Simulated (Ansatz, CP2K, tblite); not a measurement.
# CP2K on random packing of Na49Sb51 (at. %) (59 atoms): settings against a plane-wave reference, part 2 of 2

How do the settings of CP2K change the result for random packing of Na49Sb51 (at. %) (59 atoms)? A plane-wave run serves as the yardstick.

Program: CP2K 2026.2; the method stands at each step. Banners, paths, timers and routine set-up lines are dropped from the logs unmarked, and long logs keep their key lines alone; longer cuts are marked.

So far. Step 2 (PBE, DZVP-UZH, 1200/60 Ry, diagonalisation): Forces lie 20 % from the reference's, at 4.9 times its CPU time (on 1 against 4 cores). Step 3 (revPBE, PBE potentials, DZVP-UZH, 1200/60 Ry …): Against the first run (20 %), the force difference from the reference is 19 %, at 1.0 times the CPU time; the model has changed, so this is no error of the program alone.

## Step 4: PBE, DZVP-UZH, 420/60 Ry, diagonalisation

Method: Kohn-Sham DFT, PBE, GTH-PBE pseudopotentials, Gaussian and plane waves, DZVP-MOLOPT (UZH set), diagonalisation.

input.inp reads:

```
&GLOBAL
  PROJECT cell
  RUN_TYPE ENERGY_FORCE
  PRINT_LEVEL LOW
&END GLOBAL
&FORCE_EVAL
  METHOD QS
  STRESS_TENSOR ANALYTICAL
  &DFT
    BASIS_SET_FILE_NAME BASIS_MOLOPT_UZH
    POTENTIAL_FILE_NAME POTENTIAL_UZH
    &MGRID
      CUTOFF 420
      REL_CUTOFF 60
    &END MGRID
    &QS
      EPS_DEFAULT 1.0E-12
    &END QS
    &SCF
      SCF_GUESS ATOMIC
      EPS_SCF 1.0E-06
      MAX_SCF 200
      ADDED_MOS 35
      &DIAGONALIZATION
        ALGORITHM STANDARD
      &END DIAGONALIZATION
      &SMEAR ON
        METHOD FERMI_DIRAC
        ELECTRONIC_TEMPERATURE [K] 580
      &END SMEAR
      &MIXING
        METHOD BROYDEN_MIXING
        ALPHA 0.15
        NBROYDEN 8
      &END MIXING
      &PRINT
        &RESTART OFF
        &END RESTART
      &END PRINT
    &END SCF
    &XC
      &XC_FUNCTIONAL PBE
      &END XC_FUNCTIONAL
    &END XC
    &PRINT
      &MULLIKEN ON
      &END MULLIKEN
      &HIRSHFELD ON
        SHAPE_FUNCTION DENSITY
      &END HIRSHFELD
      &MO ON
        EIGENVALUES T
        OCCUPATION_NUMBERS T
        MO_INDEX_RANGE 195 218
        &EACH
          QS_SCF 0
        &END EACH
        ADD_LAST NUMERIC
      &END MO
    &END PRINT
  &END DFT
  &SUBSYS
    &CELL
      A 12.27400 0.00000 0.00000
      B 0.00000 12.27400 0.00000
      C 0.00000 0.00000 12.27400
    &END CELL
    &COORD
[... 59 atom lines left out: the same atoms as in the first run ...]
    &END COORD
    &KIND Na
      BASIS_SET DZVP-MOLOPT-PBE-GTH-q9
      POTENTIAL GTH-PBE-q9
    &END KIND
    &KIND Sb
      BASIS_SET DZVP-MOLOPT-PBE-GTH-q5
      POTENTIAL GTH-PBE-q5
    &END KIND
  &END SUBSYS
  &PRINT
    &FORCES ON
    &END FORCES
    &STRESS_TENSOR ON
    &END STRESS_TENSOR
  &END PRINT
&END FORCE_EVAL
```

Command:

```console
OMP_NUM_THREADS=2 cp2k.psmp -i input.inp > output.txt
```

Numbers of over 12 decimals in the logs are rounded to 6 here.

The log of the run:

```text
CP2K| version string:                                       CP2K version 2026.2
 CP2K| Input file name                                                 input.inp
 GLOBAL| Basis set file name                                    BASIS_MOLOPT_UZH
 GLOBAL| Potential file name                                       POTENTIAL_UZH
[... lines left out ...]
 Number of electrons:                                                        411
[... lines left out ...]
  Step     Update method      Time    Convergence         Total energy    Change
[... lines left out ...]
  *** SCF run converged in    21 steps ***
[... lines left out ...]
  Fermi energy:                                                 0.118637
  Total energy:                                             -1555.375088
  Total energy (extrapolated to T->0):                      -1555.369377
[... lines left out ...]
 MO| E(Fermi):            0.118637 a.u.          3.228280 eV
[... lines left out ...]
 ENERGY| Total FORCE_EVAL ( QS ) energy [hartree]          -1555.375096
[... lines left out ...]
 FORCES|      1 -4.01947052E-02  1.39168903E-02  1.84113430E-02   4.63494521E-02
 FORCES|      2  3.11387539E-02 -5.43391243E-03 -2.16814990E-02   3.83306248E-02
 FORCES|      3  1.54425822E-02  4.76447330E-02  1.44084082E-03   5.01055880E-02
[...]
FORCES|     58 -2.83748899E-02 -3.29087233E-02  1.64596189E-02   4.64654442E-02
 FORCES|     59  2.03412852E-02  2.36111669E-02  3.46418913E-04   3.11668910E-02
 FORCES| Sum    -4.93784159E-02  8.24250004E-02 -1.58377015E-01
 FORCES| Total atomic force                                       1.85244129E-01
 STRESS| Analytical stress tensor [bar]
 STRESS|                        x                   y                   z
 STRESS|      x        4.78399157898E+04   2.58122396327E+03  -3.48013270790E+03
 STRESS|      y        2.58122396327E+03   5.32951265025E+04   3.61000981509E+02
 STRESS|      z       -3.48013270790E+03   3.61000981509E+02   3.77232057053E+04
 STRESS| 1/3 Trace                                             4.62860826659E+04
```

Run time: 1.9 min. Hardware: 2 threads of Arm Neoverse V2, shared host; peak memory 2.9 GiB; 3.5 min of CPU time.

Compared with the plane-wave run:

```
r.m.s. force component                          : 1.077 eV/Å
r.m.s. difference of force components           : 692.5 meV/Å
longest difference of force vectors             : 2548 meV/Å
force difference over r.m.s. force              : 88.54 %
slope of forces against the reference's         : 1.057
correlation of force components                 : 0.7676
pressure                                        : 4.629 GPa
pressure difference                             : 0.9747 GPa
energy less the same-level run's                : -40.21 meV/atom
r.m.s. force difference from the same-level run : 715.1 meV/Å
```

This is a coarse setting, run to see what it loses.

Against the first run (20 %), the force difference from the reference is 89 %, at 0.42 times the CPU time (on 2 against 1 cores): the grid matters here.

The difference per atom is largest on Na (1.6 eV/Å on average, against 0.16 on Sb). The forces add up to 9.5 eV/Å instead of zero, usually a sign of too coarse a grid.

## Step 5: PBE, SZV-MOLOPT-SR, 1200/60 Ry, diagonalisation

Method: Kohn-Sham DFT, PBE, GTH-PBE pseudopotentials, Gaussian and plane waves, SZV-MOLOPT-SR-GTH, diagonalisation.

Changes to input.inp since step 4:

```diff
@@ -9,7 +9,8 @@
   &DFT
-    BASIS_SET_FILE_NAME BASIS_MOLOPT_UZH
-    POTENTIAL_FILE_NAME POTENTIAL_UZH
+    BASIS_SET_FILE_NAME BASIS_MOLOPT
+    POTENTIAL_FILE_NAME GTH_POTENTIALS
     &MGRID
-      CUTOFF 420
+      CUTOFF 1200
       REL_CUTOFF 60
+      NGRIDS 5
     &END MGRID
@@ -22,3 +23,3 @@
       MAX_SCF 200
-      ADDED_MOS 35
+      ADDED_MOS 29
       &DIAGONALIZATION
@@ -68,6 +69,31 @@
     &COORD
-[... 59 atom lines left out: the same atoms as in the first run ...]
+      SCALED
+      Na 0.23403 0.57830 0.86682
+      Na 0.41013 0.86442 0.97017
+      Na 0.40476 0.07223 0.14385
+      Na 0.69164 0.43628 0.20247
+      Na 0.85456 0.65102 0.95750
+      Na 0.29441 0.92218 0.42449
+      Na 0.42522 0.82801 0.22607
+      Na 0.49464 0.08619 0.44852
+      Na 0.67037 0.11941 0.65236
+      Na 0.95725 0.41064 0.07516
+      Na 0.41742 0.38590 0.76961
+      Na 0.18968 0.93716 0.13838
+      Na 0.71797 0.90168 0.53185
+      Na 0.35107 0.56199 0.10023
+      Na 0.91124 0.36591 0.31958
+      Na 0.67232 0.41276 0.74937
+      Na 0.80113 0.45346 0.53367
+      Na 0.03801 0.36450 0.54399
+      Na 0.03183 0.80685 0.41070
+      Na 0.46484 0.63290 0.78102
+[... 35 atom lines left out ...]
+      Sb 0.97023 0.99618 0.79438
+      Sb 0.95443 0.60203 0.30640
+      Sb 0.45836 0.60745 0.54377
+      Sb 0.71804 0.89517 0.77575
     &END COORD
     &KIND Na
-      BASIS_SET DZVP-MOLOPT-PBE-GTH-q9
+      BASIS_SET SZV-MOLOPT-SR-GTH-q9
       POTENTIAL GTH-PBE-q9
@@ -75,3 +101,3 @@
     &KIND Sb
-      BASIS_SET DZVP-MOLOPT-PBE-GTH-q5
+      BASIS_SET SZV-MOLOPT-SR-GTH-q5
       POTENTIAL GTH-PBE-q5
```

Command:

```console
OMP_NUM_THREADS=1 cp2k.psmp -i input.inp > output.txt
```

The log of the run:

```text
CP2K| version string:                                       CP2K version 2026.2
 CP2K| Input file name                                                 input.inp
 GLOBAL| Basis set file name                                        BASIS_MOLOPT
 GLOBAL| Potential file name                                      GTH_POTENTIALS
 GLOBAL| Run type                                                   ENERGY_FORCE
 GLOBAL| Total number of message passing processes                             1
 GLOBAL| Number of threads for this process                                    1
 TOTAL NUMBERS AND MAXIMUM NUMBERS
  Total number of            - Atomic kinds:                                   2
                             - Atoms:                                         59
[... lines left out ...]
                        Smear method:                                FERMI_DIRAC
[... lines left out ...]
 Number of electrons:                                                        411
[... lines left out ...]
  Step     Update method      Time    Convergence         Total energy    Change
[... lines left out ...]
  *** SCF run converged in    24 steps ***
[... lines left out ...]
  Fermi energy:                                                 0.166548
  Total energy:                                             -1550.192108
  Total energy (extrapolated to T->0):                      -1550.187487
[... lines left out ...]
 MO| E(Fermi):            0.166548 a.u.          4.532013 eV
[... lines left out ...]
 !-----------------------------------------------------------------------------!
 !-----------------------------------------------------------------------------!
                           Hirshfeld Charges
  #Atom  Element  Kind  Ref Charge     Population                    Net charge
      1       Na     1       9.000          8.864                         0.136
      2       Na     1       9.000          8.843                         0.157
      3       Na     1       9.000          8.895                         0.105
[...]
58       Sb     2       5.000          5.068                        -0.068
     59       Sb     2       5.000          5.033                        -0.033
  Total Charge                                                           -0.000
 !-----------------------------------------------------------------------------!
 ENERGY| Total FORCE_EVAL ( QS ) energy [hartree]          -1550.192105
 FORCES| Atomic forces [hartree/bohr]
 FORCES|   Atom     x               y               z               |f|
 FORCES|      1  8.49941619E-03 -3.67647426E-03  4.42215145E-03   1.02621617E-02
 FORCES|      2 -1.96789859E-03 -5.33714267E-03 -1.25706995E-02   1.37978333E-02
 FORCES|      3  1.34160696E-02  8.67103383E-03  2.71752451E-03   1.62037863E-02
[...]
FORCES|     58 -3.61367410E-02 -3.39255846E-02  1.88392078E-02   5.30257022E-02
 FORCES|     59  1.86082094E-02  2.59458244E-02  3.09761212E-03   3.20787540E-02
 FORCES| Sum     1.20512864E-02  3.02111789E-02  1.68654546E-02
 FORCES| Total atomic force                                       3.66386735E-02
 STRESS| Analytical stress tensor [bar]
 STRESS|                        x                   y                   z
 STRESS|      x        6.04245565346E+04   3.59069290974E+03  -4.62077739825E+03
 STRESS|      y        3.59069290974E+03   6.46796263663E+04  -1.27781509550E+03
 STRESS|      z       -4.62077739825E+03  -1.27781509550E+03   5.30976769934E+04
 STRESS| 1/3 Trace                                             5.94006199648E+04
```

The job ended after 8.7 min (1 thread; peak memory 11 GiB).

Compared with the plane-wave run:

```yaml
r_m_s_force_component: 1.023 eV/Å
r_m_s_difference_of_force_components: 320.3 meV/Å
longest_difference_of_force_vectors: 1620 meV/Å
force_difference_over_r_m_s_force: 40.95 %
slope_of_forces_against_the_reference_s: 1.271
correlation_of_force_components: 0.9722
pressure: 5.94 GPa
pressure_difference: 2.286 GPa
```

This is a coarse setting, run to see what it loses.

Against the first run (20 %), the force difference from the reference is 41 %, at 1.0 times the CPU time, with 265 basis functions against 651; this set comes with other potentials too, so the change isn't the basis's alone.

The forces add up to 1.9 eV/Å instead of zero, usually a sign of too coarse a grid.

## Step 6: LDA, DZVP-MOLOPT-SR, 1200/60 Ry, diagonalisation

Method: Kohn-Sham DFT, LDA, GTH-PADE pseudopotentials, Gaussian and plane waves, DZVP-MOLOPT-SR-GTH, diagonalisation.

Changes to input.inp since step 5:

```diff
@@ -23,3 +23,3 @@
       MAX_SCF 200
-      ADDED_MOS 29
+      ADDED_MOS 35
       &DIAGONALIZATION
@@ -42,3 +42,3 @@
     &XC
-      &XC_FUNCTIONAL PBE
+      &XC_FUNCTIONAL PADE
       &END XC_FUNCTIONAL
@@ -69,3 +69,2 @@
     &COORD
-      SCALED
 [... 59 atom lines left out: the same atoms as in the first run ...]
@@ -73,8 +72,8 @@
     &KIND Na
-      BASIS_SET SZV-MOLOPT-SR-GTH-q9
-      POTENTIAL GTH-PBE-q9
+      BASIS_SET DZVP-MOLOPT-SR-GTH-q9
+      POTENTIAL GTH-PADE-q9
     &END KIND
     &KIND Sb
-      BASIS_SET SZV-MOLOPT-SR-GTH-q5
-      POTENTIAL GTH-PBE-q5
+      BASIS_SET DZVP-MOLOPT-SR-GTH-q5
+      POTENTIAL GTH-PADE-q5
     &END KIND
```

The log of the run:

```text
CP2K| version string:                                       CP2K version 2026.2
 CP2K| Input file name                                                 input.inp
 GLOBAL| Basis set file name                                        BASIS_MOLOPT
 GLOBAL| Potential file name                                      GTH_POTENTIALS
 GLOBAL| Run type                                                   ENERGY_FORCE
 GLOBAL| Total number of message passing processes                             1
 GLOBAL| Number of threads for this process                                    1
 TOTAL NUMBERS AND MAXIMUM NUMBERS
  Total number of            - Atomic kinds:                                   2
                             - Atoms:                                         59
[... lines left out ...]
                        Smear method:                                FERMI_DIRAC
[... lines left out ...]
 Number of electrons:                                                        411
[... lines left out ...]
  Step     Update method      Time    Convergence         Total energy    Change
[... lines left out ...]
  *** SCF run converged in    19 steps ***
[... lines left out ...]
  Fermi energy:                                                 0.109586
  Total energy:                                             -1551.782328
  Total energy (extrapolated to T->0):                      -1551.776489
[... lines left out ...]
 MO| E(Fermi):            0.109586 a.u.          2.982000 eV
[... lines left out ...]
 !-----------------------------------------------------------------------------!
 !-----------------------------------------------------------------------------!
                           Hirshfeld Charges
  #Atom  Element  Kind  Ref Charge     Population                    Net charge
      1       Na     1       9.000          8.936                         0.064
      2       Na     1       9.000          8.890                         0.110
      3       Na     1       9.000          8.917                         0.083
[...]
58       Sb     2       5.000          5.035                        -0.035
     59       Sb     2       5.000          5.016                        -0.016
  Total Charge                                                           -0.000
 !-----------------------------------------------------------------------------!
 ENERGY| Total FORCE_EVAL ( QS ) energy [hartree]          -1551.782306
 FORCES| Atomic forces [hartree/bohr]
 FORCES|   Atom     x               y               z               |f|
 FORCES|      1 -2.63366162E-03  9.06144727E-04  3.71775393E-03   4.64531658E-03
 FORCES|      2 -1.76990075E-04 -2.72895926E-04 -1.07733230E-02   1.07782321E-02
 FORCES|      3  1.26062457E-02  9.97507687E-03  3.05571533E-03   1.63632816E-02
[...]
FORCES|     58 -2.41544271E-02 -2.70461769E-02  1.23034595E-02   3.82923902E-02
 FORCES|     59  1.51479521E-02  1.99896685E-02  1.19566080E-03   2.51092991E-02
 FORCES| Sum     3.76645616E-03  5.39452920E-03  3.88442671E-03
 FORCES| Total atomic force                                       7.64041283E-03
 STRESS| Analytical stress tensor [bar]
 STRESS|                        x                   y                   z
 STRESS|      x        1.65709897094E+04   2.08698635503E+03  -2.87135791720E+03
 STRESS|      y        2.08698635503E+03   1.95193818300E+04   1.89145640020E+01
 STRESS|      z       -2.87135791720E+03   1.89145640020E+01   7.75292782456E+03
 STRESS| 1/3 Trace                                             1.46144331213E+04
```

Wall time 4.8 min (1 thread); peak memory 10 GiB.

Compared with the plane-wave run:

| Quantity | Value |
| --- | --- |
| r.m.s. force component | 0.7022 eV/Å |
| r.m.s. difference of force components | 111.7 meV/Å |
| longest difference of force vectors | 568.7 meV/Å |
| force difference over r.m.s. force | 14.28 % |
| slope of forces against the reference's | 0.8928 |
| correlation of force components | 0.9945 |
| pressure | 1.461 GPa |
| pressure difference | -2.192 GPa |

Against the first run (20 %), the force difference from the reference is 14 %, at 0.57 times the CPU time; another functional landing nearer a PBE reference means that errors partly cancel.

## Step 7: All runs compared

Differences are against the plane-wave reference, forces as r.m.s. over components; share is that over the reference's r.m.s. force, slope the least-squares factor from reference forces to these. Total energies of different programs have different zeros and aren't compared.

| run | Δ force, r.m.s. (meV/Å) | share (%) | slope | Δ pressure (GPa) | cores | CPU time | memory (GiB) |
| --- | --- | --- | --- | --- | --- | --- | --- |
| reference | - | - | - | - | 4 | 1.7 min | 2.4 |
| CP2K PBE, DZVP-UZH, 1200/60 Ry, diagonalisation | 155 | 19.8 | 1.077 | 0.776 | 1 | 8.4 min | 11 |
| CP2K revPBE, PBE potentials, DZVP-UZH, 1200/60 Ry, diagonalisation | 150 | 19.2 | 1.071 | 1.37 | 1 | 8.8 min | 11 |
| CP2K PBE, DZVP-UZH, 420/60 Ry, diagonalisation (coarse) | 692 | 88.5 | 1.057 | 0.975 | 2 | 3.5 min | 2.9 |
| CP2K PBE, SZV-MOLOPT-SR, 1200/60 Ry, diagonalisation (coarse) | 320 | 41.0 | 1.271 | 2.29 | 1 | 8.7 min | 11 |
| CP2K LDA, DZVP-MOLOPT-SR, 1200/60 Ry, diagonalisation | 112 | 14.3 | 0.893 | -2.19 | 1 | 4.8 min | 10 |

Rows marked coarse were listed beforehand as settings not expected to be converged; some can still land near the reference.

CPU time is summed over cores on a shared host, where runs went side by side, so it is rough. Symmetry, cutoffs, thresholds, outputs and thread counts weren't matched or tuned between programs; memory under MPI is the largest rank's times the ranks.

Mean charges by element (e), by run and scheme:

| run | scheme | Na | Sb |
| --- | --- | --- | --- |
| reference | Löwdin | +0.45 | -0.35 |
| CP2K PBE, DZVP-UZH, 1200/60 Ry, diagonalisation | Mulliken | +0.10 | -0.10 |
| CP2K PBE, DZVP-UZH, 1200/60 Ry, diagonalisation | Hirshfeld | +0.14 | -0.13 |
| CP2K revPBE, PBE potentials, DZVP-UZH, 1200/60 Ry, diagonalisation | Mulliken | +0.12 | -0.12 |
| CP2K revPBE, PBE potentials, DZVP-UZH, 1200/60 Ry, diagonalisation | Hirshfeld | +0.15 | -0.14 |
| CP2K LDA, DZVP-MOLOPT-SR, 1200/60 Ry, diagonalisation | Mulliken | +0.04 | -0.04 |
| CP2K LDA, DZVP-MOLOPT-SR, 1200/60 Ry, diagonalisation | Hirshfeld | +0.09 | -0.09 |

The reference's Löwdin charges lack the electrons that the projection spills, 0.043 e an atom on average.

Within one program, basis, potentials and functional, energies share a zero. Each run against its twin at the usual cutoff or grid and solver:

| run | twin | Δ energy (meV/atom) | Δ force, r.m.s. (meV/Å) | CPU time over the twin's |
| --- | --- | --- | --- | --- |
| CP2K PBE, DZVP-UZH, 420/60 Ry, diagonalisation | DZVP-UZH, 1200/60 Ry, diagonalisation | -40.2 | 715 | 0.41 (this twin ran on 1 cores) |

Further runs of this program without a result: CP2K GFN1-xTB, diagonalisation (not converged).

## Step 8: Outcome

```
nearest in forces : CP2K LDA, DZVP-MOLOPT-SR, 1200/60 Ry, diagonalisation, 14 %
its CPU time      : 4.8 min
```

The PBE run in local orbitals, coarse settings apart, differs by 20 % (CP2K PBE, DZVP-UZH, 1200/60 Ry, diagonalisation); basis, grid and potentials can all enter. Rows with another functional or a dispersion term differ by 14 % (CP2K LDA, DZVP-MOLOPT-SR, 1200/60 Ry, diagonalisation) to 19 % (CP2K revPBE, PBE potentials, DZVP-UZH, 1200/60 Ry, diagonalisation), which mixes the change of model with differences of basis and potentials, some of them made for another functional. Runs with settings chosen to be coarse differ by 41 % (CP2K PBE, SZV-MOLOPT-SR, 1200/60 Ry, diagonalisation) to 89 % (CP2K PBE, DZVP-UZH, 420/60 Ry, diagonalisation), their programs' other errors included. None of the electronic-structure runs in the table takes under half the reference's CPU time of 1.7 min; they take 2.0 to 5.1 times as much. CP2K PBE, SZV-MOLOPT-SR, 1200/60 Ry, diagonalisation stiffens the forces by a factor of 1.27 while following their directions (correlation 0.972). In pressure, CP2K PBE, SZV-MOLOPT-SR, 1200/60 Ry, diagonalisation misses by +2.3 GPa, at the same functional. Charges hang on scheme and program or settings: among these rows the mean for Na runs from +0.04 to +0.45 e. The potentials hold different valence shells: 711 electrons in the reference, 411 in CP2K with SZV-MOLOPT-SR; this bears on time and differences. The electron count is odd in these runs, and they have no spin polarisation, so the unpaired electron is spread evenly over both spins. The reference's pressure of 3.7 GPa belongs to a cell and atoms that aren't relaxed at this level. The electron count is odd and the run has no spin polarisation, so levels at the top are partly filled by construction. The electronic-structure runs sample only Γ, in a cell whose shortest periodic width is 12 Å, which is coarse for a cell with partly filled levels. Spin–orbit coupling is left out, which matters for the levels of the heavy elements.

[Also dropped from logs without a mark: logging warnings of Python, and SIESTA's first energy breakdown and zero terms.]

[Logs are printed without paths, hosts, clocks, repeated set-up lines and the standing remarks that a program may print on its own settings, such as how far it seeks lower states.]

[Hosts, paths, dates, database ids (printed as entryN), source tags and the programs' standing remarks are cut or masked in the printed files.]
